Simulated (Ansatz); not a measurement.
## Si on Rh(111): change of the work function

Aim: the work function of Rh(111) at several coverages of Si (fcc site), and the dipole that each adsorbate carries.

Program: Ansatz 0.2.0. Level of theory: plane-wave DFT, PBE, Ansatz PAW. Values are calculated unless marked as measured.

Report form: inputs, costs, results and the conclusion, without the logs.

## 1. The structure

The cell holds 4 atoms: 4 Rh. Its edges and angles: a = 2.687 Å, b = 2.687 Å, c = 24.582 Å, α = 90.0°, β = 90.0°, γ = 60.0°. Vacuum lies along c.

## 2. The clean slab

The bare slab comes first, as the zero from which every change is counted. The two lowest layers are held at bulk places and the upper ones relax. The dipole correction removes the false field that a one-sided slab makes across the periodic vacuum, so each face gets a flat vacuum level of its own.

Input file input.yaml:

```yaml
crystal:
  lattice:
    - [2.6870057685, 0.0, 0.0]
    - [1.3435028843, 2.3270152556, 0.0]
    - [0.0, 0.0, 24.5817930688]
  atoms:
    - { symbol: Rh, position: [0.0, 0.0, 0.3661246344] }
    - { symbol: Rh, position: [0.3333333333, 0.3333333333, 0.4553748781] }
    - { symbol: Rh, position: [0.6666666667, 0.6666666667, 0.5446251219] }
    - { symbol: Rh, position: [0.0, 0.0, 0.6338753656] }
kpoints:
  mp_grid: { grid: [12, 12, 1] }
hamiltonian:
  xc: pbe
scf:
  occupations: { method: fermi_dirac, width: 0.1 }
  convergence: { dr2_threshold: 1.0e-08 }
efield:
  axis: 3
  dipole_correction: true
  ramp_position: 0.97
  ramp_width: 0.06
relax:
  f_tol: 0.02
  max_steps: 60
  constraints: [{ sites: [0, 1] }]
output:
  write_potential: true
  write_density: true
  volumetric_format: npy
```

Launch:

```
$ ansatz run input.yaml --threads 4 --pin off --max-ram 16384MiB --backend cpu --events-out ev --progress --plain --runs-dir out
```

The job ended after 9.7 s (4 threads of Arm Neoverse V1, shared host; peak memory 0.46 GiB; 36 s of CPU time).

Step by step:

| step | energy less that of the first step (eV) | largest force component (eV/Å) |
| --- | --- | --- |
| 1 | 0.0000 | 0.0350 |
| 2 | -0.0001 | 0.0224 |
| 3 | -0.0001 | 0.0004 |

Forces are held to the 6 operations that the program found; a distortion that breaks them can't arise in this run.

The relaxed structure:

```xyz
4
Lattice="2.6870 0.0000 0.0000 1.3435 2.3270 0.0000 0.0000 0.0000 24.5818" Properties=species:S:1:pos:R:3
Rh    0.0000    0.0000    9.0000
Rh    1.3435    0.7757   11.1939
Rh    2.6870    1.5513   13.3841
Rh    0.0000    0.0000   15.5738
```

Numbers from this step:

```
energy at zero smearing   : -25609.9437 eV
work function, upper face : 5.167 eV
dipole along the normal   : 6.10e-5 e·Å
```

Running mean over 2.194 Å of the planar mean; the ramp of the sawtooth is left out. The electron's electrostatic potential energy less the Fermi level by z:

z (Å), electron's electrostatic potential energy less the Fermi level (eV) and a bar from the least value:
```
        4        5.2 ##############################
        5        5.2 ##############################
        6        5.1 ##############################
        7        4.2 ############################
        8       -5.6 #############
        9      -12.7 #
       10      -13.1 
       11      -13.2 
       12      -13.3 
       13      -13.3 
       14      -13.2 
       15      -13.0 
       16      -11.5 ###
       17        0.1 ######################
       18        4.8 #############################
       19        5.1 ##############################
       20        5.2 ##############################
       21        5.2 ##############################
```

The relaxation took 3 steps and lowered the energy by 1.3e-4 eV; the largest force on the free atoms ends at 4.0e-4 eV/Å.

The work function of the upper face is 5.17 eV.

## 3. Adsorbate added, k-mesh 4×4×1, coverage 0.111 ML

System of this step: Si/Rh(111). The cell holds 37 atoms: 36 Rh and 1 Si. Cell: a = 8.061 Å, b = 8.061 Å, c = 26.668 Å, α = 90.0°, β = 90.0°, γ = 60.0°. Vacuum lies along c.

The clean slab as it ended is repeated in the plane and the adsorbate is set on one face; the cell's size fixes the coverage, and the k-mesh shrinks with it to keep the sampling density about even. Adsorbate and upper layers relax, since the dipole depends on the height.

Input file input.yaml:

```yaml
crystal:
  lattice:
    - [8.0610173054, -1.0e-10, 0.0]
    - [4.0305086528, 6.9810457668, 0.0]
    - [0.0, 0.0, 26.6676223412]
  atoms:
    - { symbol: Rh, position: [0.0, 0.0, 0.3374879052] }
    - { symbol: Rh, position: [0.1111111111, 0.1111111111, 0.4197573701] }
    - { symbol: Rh, position: [0.2222222222, 0.2222222222, 0.5018853155] }
    - { symbol: Rh, position: [0.0, 0.0, 0.5839969635] }
    - { symbol: Rh, position: [0.0, 0.3333333333, 0.3374879052] }
    - { symbol: Rh, position: [0.1111111111, 0.4444444444, 0.4197573701] }
    - { symbol: Rh, position: [0.2222222222, 0.5555555556, 0.5018853155] }
    - { symbol: Rh, position: [0.0, 0.3333333333, 0.5839969635] }
    - { symbol: Rh, position: [0.0, 0.6666666667, 0.3374879052] }
    - { symbol: Rh, position: [0.1111111111, 0.7777777778, 0.4197573701] }
    - { symbol: Rh, position: [0.2222222222, 0.8888888889, 0.5018853155] }
    - { symbol: Rh, position: [0.0, 0.6666666667, 0.5839969635] }
    - { symbol: Rh, position: [0.3333333333, 0.0, 0.3374879052] }
    - { symbol: Rh, position: [0.4444444444, 0.1111111111, 0.4197573701] }
    - { symbol: Rh, position: [0.5555555556, 0.2222222222, 0.5018853155] }
    - { symbol: Rh, position: [0.3333333333, 0.0, 0.5839969635] }
    - { symbol: Rh, position: [0.3333333333, 0.3333333333, 0.3374879052] }
    - { symbol: Rh, position: [0.4444444444, 0.4444444444, 0.4197573701] }
    - { symbol: Rh, position: [0.5555555556, 0.5555555556, 0.5018853155] }
    - { symbol: Rh, position: [0.3333333333, 0.3333333333, 0.5839969635] }
    - { symbol: Rh, position: [0.3333333333, 0.6666666667, 0.3374879052] }
    - { symbol: Rh, position: [0.4444444444, 0.7777777778, 0.4197573701] }
    - { symbol: Rh, position: [0.5555555556, 0.8888888889, 0.5018853155] }
    - { symbol: Rh, position: [0.3333333333, 0.6666666667, 0.5839969635] }
    - { symbol: Rh, position: [0.6666666667, 0.0, 0.3374879052] }
    - { symbol: Rh, position: [0.7777777778, 0.1111111111, 0.4197573701] }
    - { symbol: Rh, position: [0.8888888889, 0.2222222222, 0.5018853155] }
    - { symbol: Rh, position: [0.6666666667, 0.0, 0.5839969635] }
    - { symbol: Rh, position: [0.6666666667, 0.3333333333, 0.3374879052] }
    - { symbol: Rh, position: [0.7777777778, 0.4444444444, 0.4197573701] }
    - { symbol: Rh, position: [0.8888888889, 0.5555555556, 0.5018853155] }
    - { symbol: Rh, position: [0.6666666667, 0.3333333333, 0.5839969635] }
    - { symbol: Rh, position: [0.6666666667, 0.6666666667, 0.3374879052] }
    - { symbol: Rh, position: [0.7777777778, 0.7777777778, 0.4197573701] }
    - { symbol: Rh, position: [0.8888888889, 0.8888888889, 0.5018853155] }
    - { symbol: Rh, position: [0.6666666667, 0.6666666667, 0.5839969635] }
    - { symbol: Si, position: [0.1111111111, 0.1111111111, 0.6625120948] }
kpoints:
  mp_grid: { grid: [4, 4, 1] }
hamiltonian:
  xc: pbe
scf:
  occupations: { method: fermi_dirac, width: 0.1 }
  convergence: { dr2_threshold: 1.0e-08 }
efield:
  axis: 3
  dipole_correction: true
  ramp_position: 0.97
  ramp_width: 0.06
relax:
  f_tol: 0.02
  max_steps: 60
  constraints:
    - { sites: [0, 1, 4, 5, 8, 9, 12, 13, 16, 17, 20, 21, 24, 25, 28, 29, 32, 33] }
output:
  write_potential: true
  write_density: true
  volumetric_format: npy
```

The job ended after 10 min (4 threads; peak memory 9.2 GiB; 30 min of CPU time).

Step by step:

| step | energy less that of the first step (eV) | largest force component (eV/Å) |
| --- | --- | --- |
| 1 | 0.0000 | 2.6801 |
| 2 | -0.5469 | 1.1288 |
| 3 | -0.6338 | 0.1698 |
| 4 | -0.6356 | 0.0389 |
| 5 | -0.6368 | 0.0019 |

The run keeps the 6 symmetry operations that the program found, so distortions that break them were not tested.

The atoms that moved most (Å):

| atom | dx | dy | dz | length |
| --- | --- | --- | --- | --- |
| Si37 | 0.000 | 0.000 | -0.303 | 0.303 |
| Rh4 | -0.028 | -0.016 | 0.090 | 0.096 |
| Rh16 | 0.028 | -0.016 | 0.090 | 0.096 |
| Rh8 | 0.000 | 0.033 | 0.090 | 0.096 |
| Rh24 | 0.000 | -0.018 | 0.004 | 0.018 |
| Rh32 | -0.015 | 0.009 | 0.004 | 0.018 |
| Rh20 | 0.015 | 0.009 | 0.004 | 0.018 |
| Rh35 | -0.006 | -0.004 | -0.016 | 0.018 |

The relaxed structure:

```xyz
37
Lattice="8.0610 0.0000 0.0000 4.0305 6.9810 0.0000 0.0000 0.0000 26.6676" Properties=species:S:1:pos:R:3
Rh    0.0000    0.0000    9.0000
Rh    1.3435    0.7757   11.1939
Rh    2.6795    1.5470   13.3978
Rh   -0.0282   -0.0163   15.6639
Rh    1.3435    2.3270    9.0000
Rh    2.6870    3.1027   11.1939
Rh    4.0287    3.8794   13.3880
Rh    1.3435    2.3596   15.6639
Rh    2.6870    4.6540    9.0000
Rh    4.0305    5.4297   11.1939
Rh    5.3740    6.2141   13.3978
Rh    2.6888    4.6530   15.5614
Rh    2.6870    0.0000    9.0000
Rh    4.0305    0.7757   11.1939
Rh    5.3740    1.5493   13.3880
Rh    2.7152   -0.0163   15.6639
Rh    4.0305    2.3270    9.0000
Rh    5.3740    3.1027   11.1939
Rh    6.7193    3.8794   13.3880
Rh    4.0459    2.3359   15.5778
Rh    5.3740    4.6540    9.0000
Rh    6.7175    5.4297   11.1939
Rh    8.0674    6.2017   13.3678
Rh    5.3740    4.6363   15.5778
Rh    5.3740    0.0000    9.0000
Rh    6.7175    0.7757   11.1939
Rh    8.0685    1.5470   13.3978
Rh    5.3740    0.0021   15.5614
Rh    6.7175    2.3270    9.0000
Rh    8.0610    3.1027   11.1939
Rh    9.4045    3.8857   13.3678
Rh    6.7022    2.3359   15.5778
Rh    8.0610    4.6540    9.0000
Rh    9.4045    5.4297   11.1939
Rh   10.7417    6.2017   13.3678
Rh    8.0592    4.6530   15.5614
Si    1.3435    0.7757   17.3643
```

Read from the output:

| Item | Value |
| --- | --- |
| energy at zero smearing | -231126.3684 eV |
| work function, upper face | 5.037 eV |
| work function, lower face | 5.153 eV |
| dipole along the normal | 0.03611 e·Å |
| step between the vacuum levels | -0.1161 eV |

Running mean over 2.194 Å of the planar mean; the ramp of the sawtooth is left out. Electron's electrostatic potential energy less the Fermi level against z:

| z (Å) | electron's electrostatic potential energy less the Fermi level (eV) |
| --- | --- |
| 3.5 | 5.15 |
| 4.0 | 5.15 |
| 4.5 | 5.15 |
| 5.0 | 5.15 |
| 5.5 | 5.13 |
| 6.0 | 5.08 |
| 6.5 | 4.89 |
| 7.0 | 4.14 |
| 7.5 | 0.948 |
| 8.0 | -5.59 |
| 8.5 | -11.0 |
| 9.0 | -12.7 |
| 9.5 | -13.0 |
| 10.0 | -13.1 |
| 10.5 | -13.1 |
| 11.0 | -13.2 |
| 11.5 | -13.3 |
| 12.0 | -13.3 |
| 12.5 | -13.3 |
| 13.0 | -13.3 |
| 13.5 | -13.2 |
| 14.0 | -13.0 |
| 14.5 | -12.8 |
| 15.0 | -12.8 |
| 15.5 | -12.8 |
| 16.0 | -12.0 |
| 16.5 | -7.82 |
| 17.0 | -1.47 |
| 17.5 | 2.40 |
| 18.0 | 3.53 |
| 18.5 | 4.22 |
| 19.0 | 4.74 |
| 19.5 | 4.95 |
| 20.0 | 5.02 |
| 20.5 | 5.03 |
| 21.0 | 5.04 |
| 21.5 | 5.04 |
| 22.0 | 5.04 |
| 22.5 | 5.04 |
| 23.0 | 5.04 |
| 23.5 | 5.04 |

The relaxation took 5 steps and lowered the energy by 0.64 eV; the largest force on the free atoms ends at 0.0019 eV/Å.

The covered face has 5.04 eV, -0.13 eV against the clean one; the bare back face has moved by -0.02 eV, a measure of how thin the slab is.

## 4. Adsorbate added, k-mesh 6×6×1, coverage 0.25 ML

System of this step: Si/Rh(111). The cell holds 17 atoms: 16 Rh and 1 Si. Cell: a = 5.374 Å, b = 5.374 Å, c = 26.668 Å, α = 90.0°, β = 90.0°, γ = 60.0°. Vacuum lies along c.

Another coverage, to see how the dipoles act on each other as their distance changes.

Input file input.yaml:

```yaml
crystal:
  lattice:
    - [5.374011537, -1.0e-10, 0.0]
    - [2.6870057685, 4.6540305112, 0.0]
    - [0.0, 0.0, 26.6676223412]
  atoms:
    - { symbol: Rh, position: [0.0, 0.0, 0.3374879052] }
    - { symbol: Rh, position: [0.1666666667, 0.1666666667, 0.4197573701] }
    - { symbol: Rh, position: [0.3333333333, 0.3333333333, 0.5018853155] }
    - { symbol: Rh, position: [0.0, 0.0, 0.5839969635] }
    - { symbol: Rh, position: [0.0, 0.5, 0.3374879052] }
    - { symbol: Rh, position: [0.1666666667, 0.6666666667, 0.4197573701] }
    - { symbol: Rh, position: [0.3333333333, 0.8333333333, 0.5018853155] }
    - { symbol: Rh, position: [0.0, 0.5, 0.5839969635] }
    - { symbol: Rh, position: [0.5, 0.0, 0.3374879052] }
    - { symbol: Rh, position: [0.6666666667, 0.1666666667, 0.4197573701] }
    - { symbol: Rh, position: [0.8333333333, 0.3333333333, 0.5018853155] }
    - { symbol: Rh, position: [0.5, 0.0, 0.5839969635] }
    - { symbol: Rh, position: [0.5, 0.5, 0.3374879052] }
    - { symbol: Rh, position: [0.6666666667, 0.6666666667, 0.4197573701] }
    - { symbol: Rh, position: [0.8333333333, 0.8333333333, 0.5018853155] }
    - { symbol: Rh, position: [0.5, 0.5, 0.5839969635] }
    - { symbol: Si, position: [0.1666666667, 0.1666666667, 0.6625120948] }
kpoints:
  mp_grid: { grid: [6, 6, 1] }
hamiltonian:
  xc: pbe
scf:
  occupations: { method: fermi_dirac, width: 0.1 }
  convergence: { dr2_threshold: 1.0e-08 }
efield:
  axis: 3
  dipole_correction: true
  ramp_position: 0.97
  ramp_width: 0.06
relax:
  f_tol: 0.02
  max_steps: 60
  constraints: [{ sites: [0, 1, 4, 5, 8, 9, 12, 13] }]
output:
  dos: { projected: true, e_range: [-8, 4] }
  write_potential: true
  write_density: true
  volumetric_format: npy
  elf: true
```

The job ended after 2.1 min (4 threads; peak memory 2.7 GiB).

Step by step:

| step | energy less that of the first step (eV) | largest force component (eV/Å) |
| --- | --- | --- |
| 1 | 0.0000 | 2.6513 |
| 2 | -0.5130 | 1.1025 |
| 3 | -0.5876 | 0.2323 |
| 4 | -0.5910 | 0.0550 |
| 5 | -0.5921 | 0.0068 |

Forces are held to the 6 operations that the program found; a distortion that breaks them can't arise in this run.

The atoms that moved most (Å):

| atom | dx | dy | dz | length |
| --- | --- | --- | --- | --- |
| Si17 | 0.000 | 0.000 | -0.312 | 0.312 |
| Rh4 | -0.022 | -0.013 | 0.065 | 0.070 |
| Rh12 | 0.022 | -0.013 | 0.065 | 0.070 |
| Rh8 | 0.000 | 0.026 | 0.065 | 0.070 |
| Rh15 | 0.000 | 0.000 | -0.041 | 0.041 |
| Rh16 | 0.000 | 0.000 | 0.023 | 0.023 |
| Rh7 | 0.000 | -0.001 | 0.018 | 0.018 |
| Rh3 | 0.001 | 0.001 | 0.018 | 0.018 |

The relaxed structure:

```cif
data_structure
_symmetry_space_group_name_H-M 'P 1'
_symmetry_Int_Tables_number 1
_cell_length_a 5.3740
_cell_length_b 5.3740
_cell_length_c 26.6676
_cell_angle_alpha 90.000
_cell_angle_beta 90.000
_cell_angle_gamma 60.000
_cell_volume 666.98
loop_
_atom_site_label
_atom_site_type_symbol
_atom_site_fract_x
_atom_site_fract_y
_atom_site_fract_z
_atom_site_occupancy
Rh1 Rh 0.00000 0.00000 0.33749 1
Rh2 Rh 0.16667 0.16667 0.41976 1
Rh3 Rh 0.33348 0.33348 0.50256 1
Rh4 Rh 0.99723 0.99723 0.58645 1
Rh5 Rh 0.00000 0.50000 0.33749 1
Rh6 Rh 0.16667 0.66667 0.41976 1
Rh7 Rh 0.33348 0.83304 0.50256 1
Rh8 Rh 0.99723 0.50555 0.58645 1
Rh9 Rh 0.50000 0.00000 0.33749 1
Rh10 Rh 0.66667 0.16667 0.41976 1
Rh11 Rh 0.83304 0.33348 0.50256 1
Rh12 Rh 0.50555 0.99723 0.58645 1
Rh13 Rh 0.50000 0.50000 0.33749 1
Rh14 Rh 0.66667 0.66667 0.41976 1
Rh15 Rh 0.83333 0.83333 0.50034 1
Rh16 Rh 0.50000 0.50000 0.58486 1
Si17 Si 0.16667 0.16667 0.65081 1
```

Numbers from this step:

| Item | Value |
| --- | --- |
| energy at zero smearing | -103076.5886 eV |
| work function, upper face | 4.913 eV |
| work function, lower face | 5.125 eV |
| dipole along the normal | 0.02933 e·Å |
| step between the vacuum levels | -0.2122 eV |

The density of states has structure finer than the step of the table below, so its rows give means over 0.25 eV. Peaks (eV: height): -3.850: 64.3, -2.860: 64.1, -2.440: 46.5, -2.320: 48.4, -1.800: 54.2, -1.650: 47.4, -1.080: 54.7.

The density of states by energy, zero at the Fermi level; means over each step:

energy (eV), density of states (states/eV a cell) and a bar:
```
    -7.75        4.5 ####
    -7.50        0.0 
    -7.25        0.3 
    -7.00        1.0 #
    -6.75        1.1 #
    -6.50        1.1 #
    -6.25        1.3 #
    -6.00        4.0 ###
    -5.75        8.6 #######
    -5.50       20.0 #################
    -5.25       24.8 #####################
    -5.00       28.3 ########################
    -4.75       23.3 ###################
    -4.50       21.2 ##################
    -4.25       21.4 ##################
    -4.00       14.8 ############
    -3.75       22.2 ###################
    -3.50       15.9 #############
    -3.25       26.4 ######################
    -3.00       29.9 #########################
    -2.75       35.9 ##############################
    -2.50       34.6 #############################
    -2.25       32.2 ###########################
    -2.00       23.2 ###################
    -1.75       28.6 ########################
    -1.50       26.7 ######################
    -1.25       21.6 ##################
    -1.00       29.2 ########################
    -0.75       28.6 ########################
    -0.50       25.8 ######################
    -0.25       22.7 ###################
     0.00       27.3 #######################
     0.25       31.2 ##########################
     0.50       28.9 ########################
     0.75       14.9 ############
     1.00        5.7 #####
     1.25        6.4 #####
     1.50        6.4 #####
     1.75        6.5 #####
```

Projected DOS per atom over height of the atomic layer and energy from the Fermi level. Layers: Rh4 Rh4 Rh4 Rh4 Si from below.

Ten even steps from '0' (0.00 states/eV) to '9' (2.36 states/eV), each cell a mean:
```
11115
11113
32221
79852
75562
75572
85673
65662
84462
96682
88882
56662
45551
54461
56551
49951
27710
02100
00000
00000
00000
00018
```
Columns: height of the atomic layer (Å) from 9 to 17.4 (not evenly spaced); rows upwards: energy from the Fermi level (eV) from -7.96 to 1.95.

ELF in the ca plane at fractional y = 0.167, with atoms of Rh and Si within 0.2 Å of it. It is the smooth field of the valence electrons, not physical close to the nuclei.

Ten even steps from '0' (0.00) to '9' (0.97), each cell a mean:
```
34432222222234422223433567777642100000000000
34432222222234422223432334443210000000000000
22222235532222222222222221110000000000000000
22222267763222222222222210000000000000000000
22222367763222221122222210000000000000000000
22222257752222222222222210000000000000000000
23322234432222322223322222111000000000000000
34432222222234422224432345554321000000000000
34422222222234422223333567887653100000000000
22222235532222222222234667999874210000000000
22222267763222221122245446999986310000000000
22222367763222221122345347999986310000000000
22222257752222222222235446999986310000000000
23322234432222222222234667999874200000000000
```
Columns run along c (16.0 Å, from fractional 0.32 to 0.92 of the cell), rows up along a (5.4 Å). Atoms in or near the plane, at fractional coordinates: Rh at (0.42, 0.17), Rh at (0.42, 0.67), Si at (0.65, 0.17).

Electrostatic potential energy in the ca plane at fractional y = 0.167, with atoms of Rh and Si within 0.2 Å of it. With pseudopotentials it is smooth inside the atoms' cores, unlike the true potential.

Ten even steps from '0' (-56 eV) to '9' (9 eV), each cell a mean:
```
74478998899874478875468999999999999999999999
75578988889875478975578999999999999999999999
87789863368987789987789999999999999999999999
99999710017998899999999999999999999999999999
99999600006999999999999999999999999999999999
98899720027998899998899999999999999999999999
87789874468987789987689999999999999999999999
74478998899874478875478999999999999999999999
75578988889875578975578888999999999999999999
87789863368987789988788755799999999999999999
99999710017998899999987301589999999999999999
99999600006999999999986200379999999999999999
98899720027998899998887411589999999999999999
87789874478987789987788766899999999999999999
```
Columns run along c (16.0 Å, from fractional 0.32 to 0.92 of the cell; values clipped at the 3rd and 97th percentile), rows up along a (5.4 Å). Atoms in or near the plane, at fractional coordinates: Rh at (0.42, 0.17), Rh at (0.42, 0.67), Si at (0.65, 0.17).

Valence density in the ca plane at fractional y = 0.167, with atoms of Rh and Si within 0.2 Å of it. It is the smooth field of the valence electrons, not physical close to the nuclei.

Values in units of 1e0 e/Å³, 8 rows by 16 columns, each cell a mean:
```
1.5 0.6 0.4 0.3 0.9 1.2 0.6 1.4 0.3 0.1 0.0 0.0 0.0 0.0 0.0 0.0
0.6 0.4 2.4 1.8 0.5 0.6 0.3 0.6 0.1 0.0 0.0 0.0 0.0 0.0 0.0 0.0
0.3 0.4 7.5 5.4 0.3 0.2 0.2 0.3 0.1 0.0 0.0 0.0 0.0 0.0 0.0 0.0
0.6 0.4 2.6 1.9 0.5 0.5 0.3 0.6 0.1 0.0 0.0 0.0 0.0 0.0 0.0 0.0
1.5 0.6 0.4 0.3 0.9 1.2 0.6 1.4 0.3 0.1 0.0 0.0 0.0 0.0 0.0 0.0
0.6 0.4 2.4 1.8 0.5 0.6 0.3 0.6 0.4 0.3 0.1 0.0 0.0 0.0 0.0 0.0
0.3 0.4 7.4 5.3 0.3 0.2 0.2 0.3 0.3 0.3 0.1 0.0 0.0 0.0 0.0 0.0
0.6 0.4 2.7 1.9 0.4 0.5 0.3 0.6 0.4 0.3 0.1 0.0 0.0 0.0 0.0 0.0
```
Columns run along c (16.0 Å, from fractional 0.32 to 0.92 of the cell), rows up along a (5.4 Å). Atoms in or near the plane, at fractional coordinates: Rh at (0.42, 0.17), Rh at (0.42, 0.67), Si at (0.65, 0.17).

The relaxation took 5 steps and lowered the energy by 0.59 eV; the largest force on the free atoms ends at 0.0068 eV/Å.

By hand: a sheet of dipoles makes a step −p/(ε₀A) in the electron's potential. With e/ε₀ = 180.95 V·Å, p = 0.02933 e·Å and A = 25.01 Å², that is −180.95 × (0.02933) / 25.01 = -0.212 eV, and the two vacuum levels of the run differ by -0.212 eV.

The covered face has 4.91 eV, -0.25 eV against the clean one; the bare back face has moved by -0.04 eV, a measure of how thin the slab is.

[end of part 1 of 2]

[Long decimals in the printed logs are rounded to 6 places.]

[Logs are printed without paths, hosts, clocks, repeated set-up lines and the standing remarks that a program may print on its own settings, such as how far it seeks lower states.]

[Hosts, paths, dates, database ids (printed as entryN), source tags and the programs' standing remarks are cut or masked in the printed files.]

[Maps of the electrostatic potential energy from Ansatz leave out the sawtooth potential of an applied field or a dipole correction, so their vacuum need not be flat; planar profiles and work functions include it.]
